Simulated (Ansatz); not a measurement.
# O on Ag(111): change of the work function, part 3 of 3

Aim: the work function of Ag(111) at several coverages of O (fcc site), and the dipole that each adsorbate carries.

Ansatz 0.2.0; plane-wave DFT, PBE, Ansatz PAW.

So far, work function, upper face (eV): step 2 (the clean slab) 4.47; step 3 (17 atoms, coverage 0.25 ML, cell 2x2) 5.71.

## 4. Adsorbate added, k-mesh 12×12×1, coverage 1 ML

System of this step: Ag4O (O/Ag(111)). The cell holds 5 atoms: 4 Ag and 1 O. Its edges and angles: a = 2.892 Å, b = 2.892 Å, c = 26.552 Å, α = 90.0°, β = 90.0°, γ = 60.0°. Vacuum lies along c.

Another coverage, to see how the dipoles act on each other as their distance changes.

Input file input.yaml:

```yaml
crystal:
  lattice:
    - [2.8920667351, 0.0, 0.0]
    - [1.4460333675, 2.504603262, 0.0]
    - [0.0, 0.0, 26.5523617493]
  atoms:
    - { symbol: Ag, position: [0.0, 0.0, 0.3389528994] }
    - { symbol: Ag, position: [0.3333333333, 0.3333333333, 0.4278851994] }
    - { symbol: Ag, position: [0.6666666667, 0.6666666667, 0.5178463278] }
    - { symbol: Ag, position: [0.0, 0.0, 0.6086555091] }
    - { symbol: O, position: [0.3333333333, 0.3333333333, 0.6610471006] }
kpoints:
  mp_grid: { grid: [12, 12, 1] }
hamiltonian:
  xc: pbe
scf:
  occupations: { method: fermi_dirac, width: 0.1 }
  convergence: { dr2_threshold: 1.0e-08 }
efield:
  axis: 3
  dipole_correction: true
  ramp_position: 0.97
  ramp_width: 0.06
relax:
  f_tol: 0.02
  max_steps: 60
  constraints: [{ sites: [0, 1] }]
output:
  write_potential: true
  write_density: true
  volumetric_format: npy
```

Command:

```
$ ansatz run input.yaml --threads 4 --pin off --max-ram 6144MiB --backend cpu --events-out ev --progress --plain --runs-dir out
```

Numbers of over 12 decimals in the logs are rounded to 6 here.

Output:

```text
[...]
Crystal: 5 atoms, lattice volume = 192.331 Å³
Basis set: ecut = 420 eV, 3749 PW (Γ), exchange–correlation on 40×40×360 points (8 copies of the dense FFT grid, shifted against one another)
Bands: 50, of which v1, the nominal top of the filled ones, is band 41 counted from 1 (40 counted from 0)
Symmetry: 6 space group operations
[...]
k-points: 19 of 144 (time reversal used)
[...]
SCF iter   1: F=—  HF=-30925.354141 eV  |F-HF|=—  |Δ(HF+E_count)|=         —  Δρ=4.34e-3  dr2=3.13e-1  ethr=1.77e-3  p=-0.174 e·Å  D=-1.64e-1 V/Å  ΔV_dip=4.35 eV  dr2_dipole=1.46e-1  V_vac-E_F(+/−)=8.60/4.25 eV  ⟨swp⟩=9.6  Hψ=4367  notcnv=0  defer=25
[...]
SCF iter  11: F=-30925.356405 eV  HF=-30925.356405 eV  |F-HF|=3.51e-9  |Δ(HF+E_count)|=   2.93e-8  Δρ=5.60e-7  dr2=8.49e-10  ethr=1.22e-11  p=-0.164 e·Å  D=-1.54e-1 V/Å  ΔV_dip=4.09 eV  dr2_dipole=5.23e-12  V_vac-E_F(+/−)=8.52/4.43 eV  ⟨swp⟩=9.4  Hψ=6253  notcnv=0
SCF 1 converged in 11 iterations: F = -30925.356405 eV  dr2 = 8.49e-10
[...]
relax step   1: F+E_penalty+E_count = -30925.35640457 eV  Δ(F+E_penalty+E_count) = +0.000e0 eV  max|allowed force component| = 5.281e-1 eV/Å  Δτ_max = 0.0000 Å  (11 SCF iters, accepted)
[...]
SCF iter  11: F=-30925.371163 eV  HF=-30925.371163 eV  |F-HF|=1.23e-8  |Δ(HF+E_count)|=   2.78e-8  Δρ=1.05e-6  dr2=2.16e-9  ethr=1.22e-11  p=-0.160 e·Å  D=-1.51e-1 V/Å  ΔV_dip=4.00 eV  dr2_dipole=3.50e-10  V_vac-E_F(+/−)=8.43/4.44 eV  ⟨swp⟩=9.6  Hψ=6338  notcnv=0
SCF 2 converged in 11 iterations: F = -30925.371163 eV  dr2 = 2.16e-9
relax step   2: F+E_penalty+E_count = -30925.37116271 eV  Δ(F+E_penalty+E_count) = -1.476e-2 eV  max|allowed force component| = 3.696e-1 eV/Å  Δτ_max = 0.0583 Å  (11 SCF iters, accepted)
SCF iter   1: F=—  HF=-30925.380934 eV  |F-HF|=—  |Δ(HF+E_count)|=         —  Δρ=2.86e-3  dr2=1.28e-2  ethr=7.41e-4  p=-0.160 e·Å  D=-1.51e-1 V/Å  ΔV_dip=4.00 eV  dr2_dipole=7.42e-5  V_vac-E_F(+/−)=8.44/4.44 eV  ⟨swp⟩=3.8  Hψ=1620  notcnv=0  defer=35
[...]
SCF iter  10: F=-30925.378915 eV  HF=-30925.378915 eV  |F-HF|=1.76e-8  |Δ(HF+E_count)|=   6.90e-8  Δρ=1.57e-6  dr2=6.24e-9  ethr=1.22e-11  p=-0.156 e·Å  D=-1.47e-1 V/Å  ΔV_dip=3.90 eV  dr2_dipole=1.36e-9  V_vac-E_F(+/−)=8.33/4.43 eV  ⟨swp⟩=8.6  Hψ=7201  notcnv=0
SCF 3 converged in 10 iterations: F = -30925.378915 eV  dr2 = 6.24e-9
relax step   3: F+E_penalty+E_count = -30925.37891528 eV  Δ(F+E_penalty+E_count) = -7.753e-3 eV  max|allowed force component| = 4.072e-2 eV/Å  Δτ_max = 0.0301 Å  (10 SCF iters, accepted)
SCF iter   1: F=—  HF=-30925.379100 eV  |F-HF|=—  |Δ(HF+E_count)|=         —  Δρ=5.04e-4  dr2=3.94e-3  ethr=6.69e-6  p=-0.156 e·Å  D=-1.47e-1 V/Å  ΔV_dip=3.90 eV  dr2_dipole=1.64e-3  V_vac-E_F(+/−)=8.33/4.43 eV  ⟨swp⟩=2.2  Hψ=1868  notcnv=0  defer=33
[...]
SCF iter   8: F=-30925.379038 eV  HF=-30925.379038 eV  |F-HF|=1.05e-8  |Δ(HF+E_count)|=   8.57e-8  Δρ=1.58e-6  dr2=5.98e-9  ethr=1.22e-11  p=-0.156 e·Å  D=-1.46e-1 V/Å  ΔV_dip=3.89 eV  dr2_dipole=1.82e-12  V_vac-E_F(+/−)=8.32/4.43 eV  ⟨swp⟩=8.2  Hψ=6648  notcnv=0
SCF 4 converged in 8 iterations: F = -30925.379038 eV  dr2 = 5.98e-9
relax step   4: F+E_penalty+E_count = -30925.37903827 eV  Δ(F+E_penalty+E_count) = -1.230e-4 eV  max|allowed force component| = 2.059e-3 eV/Å  Δτ_max = 0.0065 Å  (8 SCF iters, accepted)
[...]
SCF converged after 8 iterations
Free energy (F): -30925.379038 eV
[...]
Internal energy: -30925.209412 eV  (E = F + TS)
E sigma→0 (E₀):  -30925.294225 eV
Entropy (-TS):   -0.169626 eV (-33.925 meV/atom)
Fermi energy:    2.417444 eV
Dipole field:    D = -0.146499 V/Å  (p = -0.155713 e·Å, saw-weighted, corrected)
Work function:   Φ+ = 8.3238 eV   Φ− = 4.4339 eV
[...]
--- Forces (eV/Å), atoms counted from 1 ---
  atom   1  Ag    -0.00000000    -0.00000000    -0.16467828
  atom   2  Ag     0.00000000    -0.00000000     0.16337271
  atom   3  Ag     0.00000000     0.00000000     0.00185421
  atom   4  Ag    -0.00000000    -0.00000000    -0.00205943
  atom   5  O      0.00000000     0.00000000     0.00152653
  max |Σ_I F_I| component: 1.57e-5 eV/Å
--- Band table (eV; the first three rows and the last of 19) ---
  k-point 0: bands = [... 37 lower, -0.6613, -0.6449, -0.6449, 1.0454, 2.1987, 2.6620, 2.6620, 6.3541, ... 5 higher]
  k-point 1: bands = [... 37 lower, -0.8746, -0.6389, -0.1301, 1.1377, 2.4748, 2.5927, 2.6593, 6.4948, ... 5 higher]
  k-point 2: bands = [... 37 lower, -0.7953, -0.6258, 0.2598, 1.3338, 2.3358, 2.6422, 3.4636, 6.8945, ... 5 higher]
  k-point 18: bands = [... 37 lower, 0.1284, 1.3920, 2.3478, 5.8678, 6.0793, 6.1943, 6.9951, 7.2977, ... 5 higher]
--- Relaxed structure (4 steps of the walk, 4 accepted, 0 SCFs on fresh bases) ---
  F+E_penalty+E_count = -30925.37903827 eV   max|allowed force component| = 2.059e-3 eV/Å
  atoms:
[...]
- { symbol: Ag, position: [0.333333, 0.333333, 0.427885] }
    - { symbol: Ag, position: [0.666667, 0.666667, 0.518452] }
[...]
- { symbol: O, position: [0.333333, 0.333333, 0.657852] }
```

Elapsed: 17 s, on 4 threads of Arm Neoverse V1, shared host; peak memory 0.56 GiB.

The steps of the relaxation:

| step | energy less that of the first step (eV) | largest force component (eV/Å) |
| --- | --- | --- |
| 1 | 0.0000 | 0.5281 |
| 2 | -0.0148 | 0.3696 |
| 3 | -0.0225 | 0.0407 |
| 4 | -0.0226 | 0.0021 |

The run keeps the 6 symmetry operations that it works with, so distortions that break them were not tested.

The atoms that moved most (Å):

| atom | dx | dy | dz | length |
| --- | --- | --- | --- | --- |
| O5 | 0.000 | 0.000 | -0.085 | 0.085 |
| Ag3 | 0.000 | 0.000 | 0.016 | 0.016 |
| Ag4 | 0.000 | 0.000 | -0.007 | 0.007 |

The relaxed structure:

```cif
data_structure
_symmetry_space_group_name_H-M 'P 1'
_symmetry_Int_Tables_number 1
_cell_length_a 2.8921
_cell_length_b 2.8921
_cell_length_c 26.5524
_cell_angle_alpha 90.000
_cell_angle_beta 90.000
_cell_angle_gamma 60.000
_cell_volume 192.33
loop_
_atom_site_label
_atom_site_type_symbol
_atom_site_fract_x
_atom_site_fract_y
_atom_site_fract_z
_atom_site_occupancy
Ag1 Ag 0.00000 0.00000 0.33895 1
Ag2 Ag 0.33333 0.33333 0.42789 1
Ag3 Ag 0.66667 0.66667 0.51845 1
Ag4 Ag 0.00000 0.00000 0.60839 1
O5 O 0.33333 0.33333 0.65785 1
```

Numbers from this step:

```
energy at zero smearing        : -30925.2942 eV
work function, upper face      : 8.324 eV
work function, lower face      : 4.434 eV
dipole along the normal        : -0.1557 e·Å
step between the vacuum levels : 3.890 eV
```

Running mean over 2.361 Å of the planar mean; the ramp of the sawtooth is left out. Electron's electrostatic potential energy less the Fermi level against z:

| z (Å) | electron's electrostatic potential energy less the Fermi level (eV) |
| --- | --- |
| 4 | 4.43 |
| 5 | 4.43 |
| 6 | 4.36 |
| 7 | 3.48 |
| 8 | -2.20 |
| 9 | -5.78 |
| 10 | -5.98 |
| 11 | -6.04 |
| 12 | -5.83 |
| 13 | -5.77 |
| 14 | -5.93 |
| 15 | -5.78 |
| 16 | -6.40 |
| 17 | -5.47 |
| 18 | 2.26 |
| 19 | 7.40 |
| 20 | 8.30 |
| 21 | 8.32 |
| 22 | 8.32 |
| 23 | 8.32 |

The relaxation took 4 steps and lowered the energy by 0.023 eV; the largest force on the free atoms ends at 0.0021 eV/Å.

The covered face has 8.32 eV, +3.85 eV against the clean one; the bare back face has moved by -0.02 eV, a measure of how thin the slab is.

## 5. Work function against coverage

This step: plane-wave DFT, PBE, Ansatz PAW; work function against coverage (Ansatz 0.2.0).

The runs are now put side by side.

Numbers from this step:

| Property | Result |
| --- | --- |
| work function of the clean face | 4.469 eV |
| largest change of the work function | 3.854 eV |

The work function of the covered face by coverage:

| coverage (adsorbates/nm²) | work function of the covered face (eV) |
| --- | --- |
| 0.00 | 4.47 |
| 3.45 | 5.71 |
| 13.81 | 8.32 |

The dipole per adsorbate comes from the change of the cell's dipole. Coverage, by row:

| coverage (1/nm²) | coverage (ML) | work function (eV) | change (eV) | dipole per adsorbate, positive end outwards (debye) | mean height of the added atoms over the highest substrate atom (Å) |
| --- | --- | --- | --- | --- | --- |
| 3.451 | 0.25 | 5.713 | 1.244 | -0.924 | 1.235 |
| 13.81 | 1 | 8.324 | 3.854 | -0.744 | 1.313 |

## 6. Summary of results

```
work function of the clean face                        : 4.47 eV
work function at 0.25 ML                               : 5.71 eV
work function at 1 ML                                  : 8.32 eV
dipole per adsorbate at 0.25 ML, positive end outwards : -0.92 D
```

What this shows: O raises the work function of Ag(111) at the lowest coverage, by 1.24 eV: the adsorbate layer has its negative end outwards. The slab has 4 layers, at the tabulated experimental lattice constant, one starting site was run, and quantum-size effects of a slab this thin can reach one or two tenths of an eV.

[Logs are printed without paths, hosts, clocks, repeated set-up lines and the standing remarks that a program may print on its own settings, such as how far it seeks lower states.]

[Hosts, paths, dates, database ids (printed as entryN), source tags and the programs' standing remarks are cut or masked in the printed files.]

[Maps of the electrostatic potential energy from Ansatz leave out the sawtooth potential of an applied field or a dipole correction, so their vacuum need not be flat; planar profiles and work functions include it.]
